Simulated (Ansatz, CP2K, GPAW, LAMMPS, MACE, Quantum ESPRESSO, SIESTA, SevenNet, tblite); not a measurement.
# Glassy 48SiO2-36B2O3-8MgO-8CaO (mol %) (89 atoms) in other programs, against a plane-wave reference

How near do other programs and methods come to a plane-wave reference for glassy 48SiO2-36B2O3-8MgO-8CaO (mol %) (89 atoms)? A plane-wave run serves as the reference.

Method: Kohn-Sham DFT, PBE, SSSP efficiency 1.3.0 pseudopotentials, plane waves, in Quantum ESPRESSO 7.5.

## (1) Starting point

The cell holds 89 atoms: 12 Si, 18 B, 2 Mg, 2 Ca and 55 O. Its edges and angles: a = 10.205 Å, b = 10.205 Å, c = 10.205 Å, α = 90.0°, β = 90.0°, γ = 90.0°. 89 atoms (12 Si, 18 B, 2 Mg, 2 Ca, 55 O) placed at random at 2.19 g/cm³, melted at 3000 K for 20 ps at fixed volume with the Buckingham and Coulomb pair potential of Guillot and Sator (Geochim. Cosmochim. Acta 71, 1249 (2007)) with the boron terms of Wang et al. (J. Non-Cryst. Solids 498, 294 (2018)). Quenched from 3000 K to 300 K at 50 K/ps and fixed volume, held 10 ps at zero pressure.

## (2) Plane-wave reference

pw.in

```
&control
  calculation = 'scf'
  pseudo_dir = './pseudo'
  outdir = './tmp'
  disk_io = 'none'
  tprnfor = .true.
  tstress = .true.
/
&system
  ibrav = 0
  nat = 89
  ntyp = 5
  ecutwfc = 60
  ecutrho = 480
  nosym = .true.
  occupations = 'smearing'
  smearing = 'fd'
  degauss = 0.003675
/
&electrons
  conv_thr = 4.5e-07
  electron_maxstep = 100
  mixing_beta = 0.4
  mixing_mode = 'plain'
  diagonalization = 'david'
/
ATOMIC_SPECIES
Si 28.085 Si.upf
B 10.810 B.upf
Mg 24.305 Mg.upf
Ca 40.078 Ca.upf
O 15.999 O.upf
CELL_PARAMETERS angstrom
10.20454 0.00000 0.00000
0.00000 10.20454 0.00000
0.00000 0.00000 10.20454
ATOMIC_POSITIONS crystal
Si 0.22573 0.49602 0.24798
Si 0.85800 0.01926 0.84136
Si 0.39062 0.12695 0.13272
Si 0.54053 0.89427 0.69850
Si 0.24265 0.99210 0.73542
Si 0.50898 0.86822 0.00359
Si 0.85767 0.32068 0.15608
Si 0.90566 0.42952 0.61395
Si 0.84208 0.61082 0.23906
Si 0.53361 0.22461 0.39856
Si 0.38309 0.25003 0.67341
Si 0.00373 0.65844 0.50555
[... 73 atom lines left out ...]
O 0.60532 0.02613 0.63660
O 0.51477 0.20373 0.75731
O 0.93810 0.68556 0.12028
O 0.84952 0.88150 0.75413
K_POINTS gamma
```

The run is started by

```bash
> OMP_NUM_THREADS=1 mpirun -np 4 pw.x -in pw.in > output.txt
```

Log:

```text
Program PWSCF
     gamma-point specific algorithms are used
     one sub-group per band group will be used
     scalapack distributed-memory algorithm (size of sub-group:  2*  2 procs)
     Parallelization info
     sticks:   dense  smooth     PW     G-vecs:    dense   smooth      PW
     Min        3555    1780    444               318484   112531   14063
     Max        3558    1784    446               318490   112532   14066
     Sum       14225    7129   1781              1273943   450127   56259
     bravais-lattice index     =            0
     lattice parameter (alat)  =      19.2838  a.u.
     unit-cell volume          =    7170.9534 (a.u.)^3
     number of atoms/cell      =           89
     number of atomic types    =            5
     number of electrons       =       456.00
[... lines left out ...]
     scf convergence threshold =      4.5E-07
[... lines left out ...]
     number of k points=     1  Fermi-Dirac smearing, width (Ry)=  0.0037
[... lines left out ...]
     total energy              =   -2764.55371949 Ry
[... lines left out ...]
     total energy              =   -2768.83608352 Ry
[... lines left out ...]
     total energy              =   -2768.87656084 Ry
[... lines left out ...]
     total energy              =   -2768.91082707 Ry
[... lines left out ...]
     total energy              =   -2768.91082738 Ry
[... lines left out ...]
   -36.3077 -35.4904 -18.1904 -17.9810 -17.8800 -17.6141 -17.5615 -17.5423
   -17.3688 -17.2811 -17.2585 -17.2284 -17.1748 -16.9682 -16.9176 -16.8647
   -16.8399 -16.7631 -16.7405 -16.7176 -16.6037 -16.5834 -16.5448 -16.4236
[...]
10.3709  10.4144  10.4348  10.5072  10.6105  10.6955  10.7911  10.8144
    10.8947  11.0115  11.1200  11.1323  11.2122  11.2490  11.3817  11.4034
    11.5536  11.5980
     the Fermi energy is     5.9848 ev
!    total energy              =   -2768.91082746 Ry
     estimated scf accuracy    <       0.00000003 Ry
     smearing contrib. (-TS)   =      -0.00000000 Ry
     internal energy E=F+TS    =   -2768.91082746 Ry
     The total energy is F=E-TS. E is the sum of the following terms:
     one-electron contribution =   -1270.10186137 Ry
     hartree contribution      =     870.96283054 Ry
     xc contribution           =    -570.68681909 Ry
     ewald contribution        =   -1214.13580457 Ry
     one-center paw contrib.   =    -584.94917298 Ry
     convergence has been achieved in  12 iterations
     Forces acting on atoms (cartesian axes, Ry/au):
     atom    1 type  1   force =     0.06894199    0.06063839   -0.00553511
     atom    2 type  1   force =    -0.14978855    0.09706914    0.00131808
     atom    3 type  1   force =    -0.04103747    0.01763672    0.03312016
[...]
atom   88 type  5   force =    -0.04417397    0.01236818    0.03345439
     atom   89 type  5   force =     0.01383810   -0.00067076    0.05331932
     Total force =     0.801508     Total SCF correction =     0.000289
     Computing stress (Cartesian axis) and pressure
          total   stress  (Ry/bohr**3)                   (kbar)     P=      -19.00
  -0.00005665   0.00000902   0.00008794           -8.33        1.33       12.94
   0.00000902  -0.00008902   0.00011865            1.33      -13.10       17.45
   0.00008794   0.00011865  -0.00024186           12.94       17.45      -35.58
     Message from routine punch:
     Nothing written, as per user request (disk_io='none')
```

The job ended after 2.7 min (4 MPI ranks of Arm Neoverse V1, shared host; peak memory 3 GiB; 11 min of CPU time).

Banners, paths, timers and routine set-up lines are dropped from the logs unmarked, and long logs keep their key lines alone; longer cuts are marked.

Numbers from this run:

| Property | Result |
| --- | --- |
| r.m.s. force component | 1.261 eV/Å |
| longest force | 6.226 eV/Å |
| pressure | -1.9 GPa |
| gap (highest filled to lowest empty level) | 2.818 eV |

## (3) The ladder

The programs:
- CP2K 2026.2: Gaussian basis with GTH pseudopotentials and a plane-wave density; labels give functional, basis (MOLOPT sets; SR short-range, UZH the newer set with its own potentials), grid cutoff/relative cutoff and solver (OT: orbital transformation; TRS4, TC2, SIGN: linear-scaling purification with its sparsity filter), or its built-in tight binding.
- GPAW 26.7.0: PAW with atomic orbitals (LCAO), plane waves or a real-space grid of spacing h.
- MACE: machine-learned potential, published weights.
- SIESTA 5.4.2: numerical atomic orbitals, whose automatically made sets are far from complete, with PseudoDojo norm-conserving potentials that we converted to its format (checked against plane waves on the same files for H, C, O, Si, Ge and Ca alone); labels give functional, basis size, energy shift and mesh cutoff.
- SevenNet: machine-learned potential, published weights.
- tblite 0.8.0: extended tight binding, driven from Python.

All use the same cell and atoms; the electronic-structure runs use the same k-mesh, and an electronic temperature of 580 K (0.05 eV) where levels are smeared.

Differences are against the plane-wave reference, forces as r.m.s. over components; share is that over the reference's r.m.s. force, slope the least-squares factor from reference forces to these. Total energies of different programs have different zeros and aren't compared.

| run | Δ force, r.m.s. (meV/Å) | share (%) | slope | Δ pressure (GPa) | Δ gap (eV) | cores | CPU time | memory (GiB) |
| --- | --- | --- | --- | --- | --- | --- | --- | --- |
| reference | - | - | - | - | - | 4 | 11 min | 3.0 |
| CP2K GFN1-xTB, OT DIIS | 810 | 64.2 | 0.712 | -11.0 | - | 1 | 5.5 s | 0.35 |
| CP2K PBE, DZVP-MOLOPT-SR, 1200/60 Ry, OT DIIS | 149 | 11.8 | 1.033 | 1.30 | -0.085 | 4 | 14 min | 5.4 |
| CP2K PBE, DZVP-MOLOPT-SR, 1200/60 Ry, TC2 filter 1e-03, SCF 1e-04 (coarse) | 388 | 30.8 | 1.176 | 0.507 | - | 4 | 2.9 min | 5.4 |
| CP2K PBE, DZVP-MOLOPT-SR, 1200/60 Ry, TC2 filter 1e-07, SCF 1e-07 | 148 | 11.7 | 1.027 | 1.29 | - | 4 | 6.1 min | 5.4 |
| CP2K PBE, SZV-MOLOPT-SR, 1200/60 Ry, OT DIIS (coarse) | 831 | 65.9 | 1.095 | 22.6 | -0.935 | 2 | 9.5 min | 3.5 |
| GPAW PBE, LCAO dzp, h 0.16 Å | 256 | 20.3 | 1.050 | - | -0.132 | 2 | 4.7 min | 2.3 |
| GPAW PBE, LCAO dzp, h 0.18 Å | 258 | 20.5 | 1.048 | - | -0.134 | 1 | 3 min | 1.4 |
| GPAW PBE, LCAO sz(dzp), h 0.18 Å (coarse) | 901 | 71.5 | 1.004 | - | -0.764 | 1 | 56 s | 1.1 |
| GPAW RPBE, LCAO dzp, h 0.18 Å | 310 | 24.6 | 1.063 | - | -0.0521 | 1 | 3 min | 1.4 |
| MACE MPA-0 medium potential | 151 | 12.0 | 0.949 | 0.703 | - | 1 | 9.3 s | 1.1 |
| SIESTA PBE, DZ, shift 0.01 Ry, mesh 500 Ry (coarse) | 674 | 53.4 | 1.065 | 9.91 | -0.188 | 2 | 2.6 min | 1.4 |
| SIESTA PBE, DZP, shift 0.01 Ry, mesh 500 Ry | 155 | 12.3 | 1.032 | 2.18 | -0.153 | 2 | 5.4 min | 2.2 |
| SIESTA PBE, SZ, shift 0.01 Ry, mesh 500 Ry (coarse) | 943 | 74.8 | 1.038 | 20.5 | -0.942 | 1 | 1.9 min | 0.91 |
| SIESTA PBE, SZ, shift 0.02 Ry, mesh 500 Ry (coarse) | 850 | 67.4 | 1.068 | 14.6 | -0.970 | 1 | 87 s | 0.8 |
| SIESTA PBE, SZP, shift 0.01 Ry, mesh 500 Ry (coarse) | 566 | 44.9 | 1.082 | 9.85 | -0.514 | 2 | 4.6 min | 1.9 |
| SevenNet 0 potential | 171 | 13.5 | 0.946 | 0.297 | - | 1 | 9.1 s | 1.0 |
| SevenNet l3i5 potential | 120 | 9.49 | 0.948 | 0.424 | - | 1 | 11 s | 1.7 |
| tblite GFN1-xTB | 544 | 43.2 | 0.798 | 2.51 | - | 1 | 4.9 s | 0.12 |

Rows marked coarse were listed beforehand as settings not expected to be converged; some can still land near the reference.

Times of the machine-learned potentials are mostly Python's start and the loading of weights.

CPU time is summed over cores on a shared host, where runs went side by side, so it is rough. Symmetry, cutoffs, thresholds, outputs and thread counts weren't matched or tuned between programs; memory under MPI is the largest rank's times the ranks.

Mean charges by element (e), by run and scheme:

| run | scheme | Si | B | Mg | Ca | O |
| --- | --- | --- | --- | --- | --- | --- |
| CP2K GFN1-xTB, OT DIIS | Mulliken | +0.97 | +0.93 | +0.91 | +1.71 | -0.61 |
| CP2K PBE, DZVP-MOLOPT-SR, 1200/60 Ry, OT DIIS | Mulliken | +0.84 | +0.38 | +1.31 | +1.17 | -0.40 |
| CP2K PBE, DZVP-MOLOPT-SR, 1200/60 Ry, OT DIIS | Hirshfeld | +0.56 | +0.29 | +0.53 | +0.45 | -0.25 |
| CP2K PBE, DZVP-MOLOPT-SR, 1200/60 Ry, TC2 filter 1e-07, SCF 1e-07 | Mulliken | +0.84 | +0.38 | +1.31 | +1.17 | -0.40 |
| SIESTA PBE, DZP, shift 0.01 Ry, mesh 500 Ry | Hirshfeld | +0.44 | +0.21 | +0.45 | +0.47 | -0.20 |
| tblite GFN1-xTB | Mulliken | +0.44 | +0.67 | +0.74 | +0.43 | -0.36 |

Within one program, basis, potentials and functional, energies share a zero. Each run against its twin at the usual cutoff or grid and solver:

| run | twin | Δ energy (meV/atom) | Δ force, r.m.s. (meV/Å) | CPU time over the twin's |
| --- | --- | --- | --- | --- |
| CP2K PBE, DZVP-MOLOPT-SR, 1200/60 Ry, TC2 filter 1e-03, SCF 1e-04 | DZVP-MOLOPT-SR, 1200/60 Ry, OT DIIS | 61.0 | 326 | 0.20 |
| CP2K PBE, DZVP-MOLOPT-SR, 1200/60 Ry, TC2 filter 1e-07, SCF 1e-07 | DZVP-MOLOPT-SR, 1200/60 Ry, OT DIIS | 0.0074 | 18.6 | 0.43 |
| GPAW PBE, LCAO dzp, h 0.16 Å | LCAO dzp, h 0.18 Å | -47.2 | 24.0 | 1.6 (this twin ran on 1 cores) |

## (4) What came out

| Quantity | Value |
| --- | --- |
| reference r.m.s. force component | 1.26 eV/Å |
| nearest in forces | SevenNet l3i5 potential, 9.5 % |
| farthest in forces | SIESTA PBE, SZ, shift 0.01 Ry, mesh 500 Ry (coarse), 75 % |
| cheapest electronic-structure run beside the reference | tblite GFN1-xTB, 4.9 s of CPU time |

The PBE runs in local orbitals, coarse settings apart, differ by 12 % (CP2K PBE, DZVP-MOLOPT-SR, 1200/60 Ry, TC2 filter 1e-07, SCF 1e-07) to 20 % (GPAW PBE, LCAO dzp, h 0.18 Å); basis, grid and potentials can all enter. Tight binding differs by 43 % (tblite GFN1-xTB) to 64 % (CP2K GFN1-xTB, OT DIIS); it is another model, with fitted parameters of its own, and the xTB methods hold dispersion. Machine-learned potentials differ by 9.5 % (SevenNet l3i5 potential) to 14 % (SevenNet 0 potential); they were trained on other programs' data. Rows with another functional or a dispersion term differ by 25 % (GPAW RPBE, LCAO dzp, h 0.18 Å), which mixes the change of model with differences of basis and potentials. Runs with settings chosen to be coarse differ by 31 % (CP2K PBE, DZVP-MOLOPT-SR, 1200/60 Ry, TC2 filter 1e-03, SCF 1e-04) to 75 % (SIESTA PBE, SZ, shift 0.01 Ry, mesh 500 Ry), their programs' other errors included. Of the electronic-structure runs that take under half the reference's CPU time, GPAW PBE, LCAO dzp, h 0.16 Å is among the nearest, at 20 % in 4.7 min against 11 min. CP2K PBE, DZVP-MOLOPT-SR, 1200/60 Ry, TC2 filter 1e-03, SCF 1e-04 stiffens the forces by a factor of 1.18 while following their directions (correlation 0.978). At the same functional, gaps differ from the reference's 2.82 eV by between -0.97 and -0.09 eV. In pressure, CP2K PBE, SZV-MOLOPT-SR, 1200/60 Ry, OT DIIS misses by +22.6 GPa, at the same functional. Charges hang on model, scheme and program or settings: among these rows the mean for Ca runs from +0.43 to +1.71 e. With TC2, tightening the sparsity filter from 1e-03 to 1e-07, and the SCF threshold with it, takes the force difference from the cubic solver from 326 to 19 meV/Å, and the CPU time from 0.20 to 0.43 times the cubic solver's. In the reference: filled and empty levels are parted by 2.82 eV (on the run's k-points); a semilocal functional tends to put such gaps too low. In a disordered cell it changes from sample to sample, and tail or defect levels can set it. Periodic xTB results under one method name differ between programs and library versions. The potentials hold different valence shells: 456 electrons in the reference, 472 in CP2K with SZV-MOLOPT-SR, 472 in GPAW and 472 in SIESTA; this bears on time and differences. The reference's pressure holds the uncorrected Pulay stress of its 60 Ry basis, so small pressure differences, and their order, may be the reference's own error. Machine-learned potentials mimic data converged in k, so the reference's own k-point error enters their differences. The quench rate of 50 K/ps is many orders above laboratory rates, so the cell is likely richer in defects and strain than a real sample. The network of bonds at the start is that of the classical potential that made the cell, and needn't be the one that DFT or experiment would give. The electronic-structure runs sample only Γ, in a cell whose shortest periodic width is 10 Å.

[Also dropped from logs without a mark: logging warnings of Python, and SIESTA's first energy breakdown and zero terms.]

[Logs are printed without paths, hosts, clocks, repeated set-up lines and the standing remarks that a program may print on its own settings, such as how far it seeks lower states.]

[Hosts, paths, dates, database ids (printed as entryN), source tags and the programs' standing remarks are cut or masked in the printed files.]
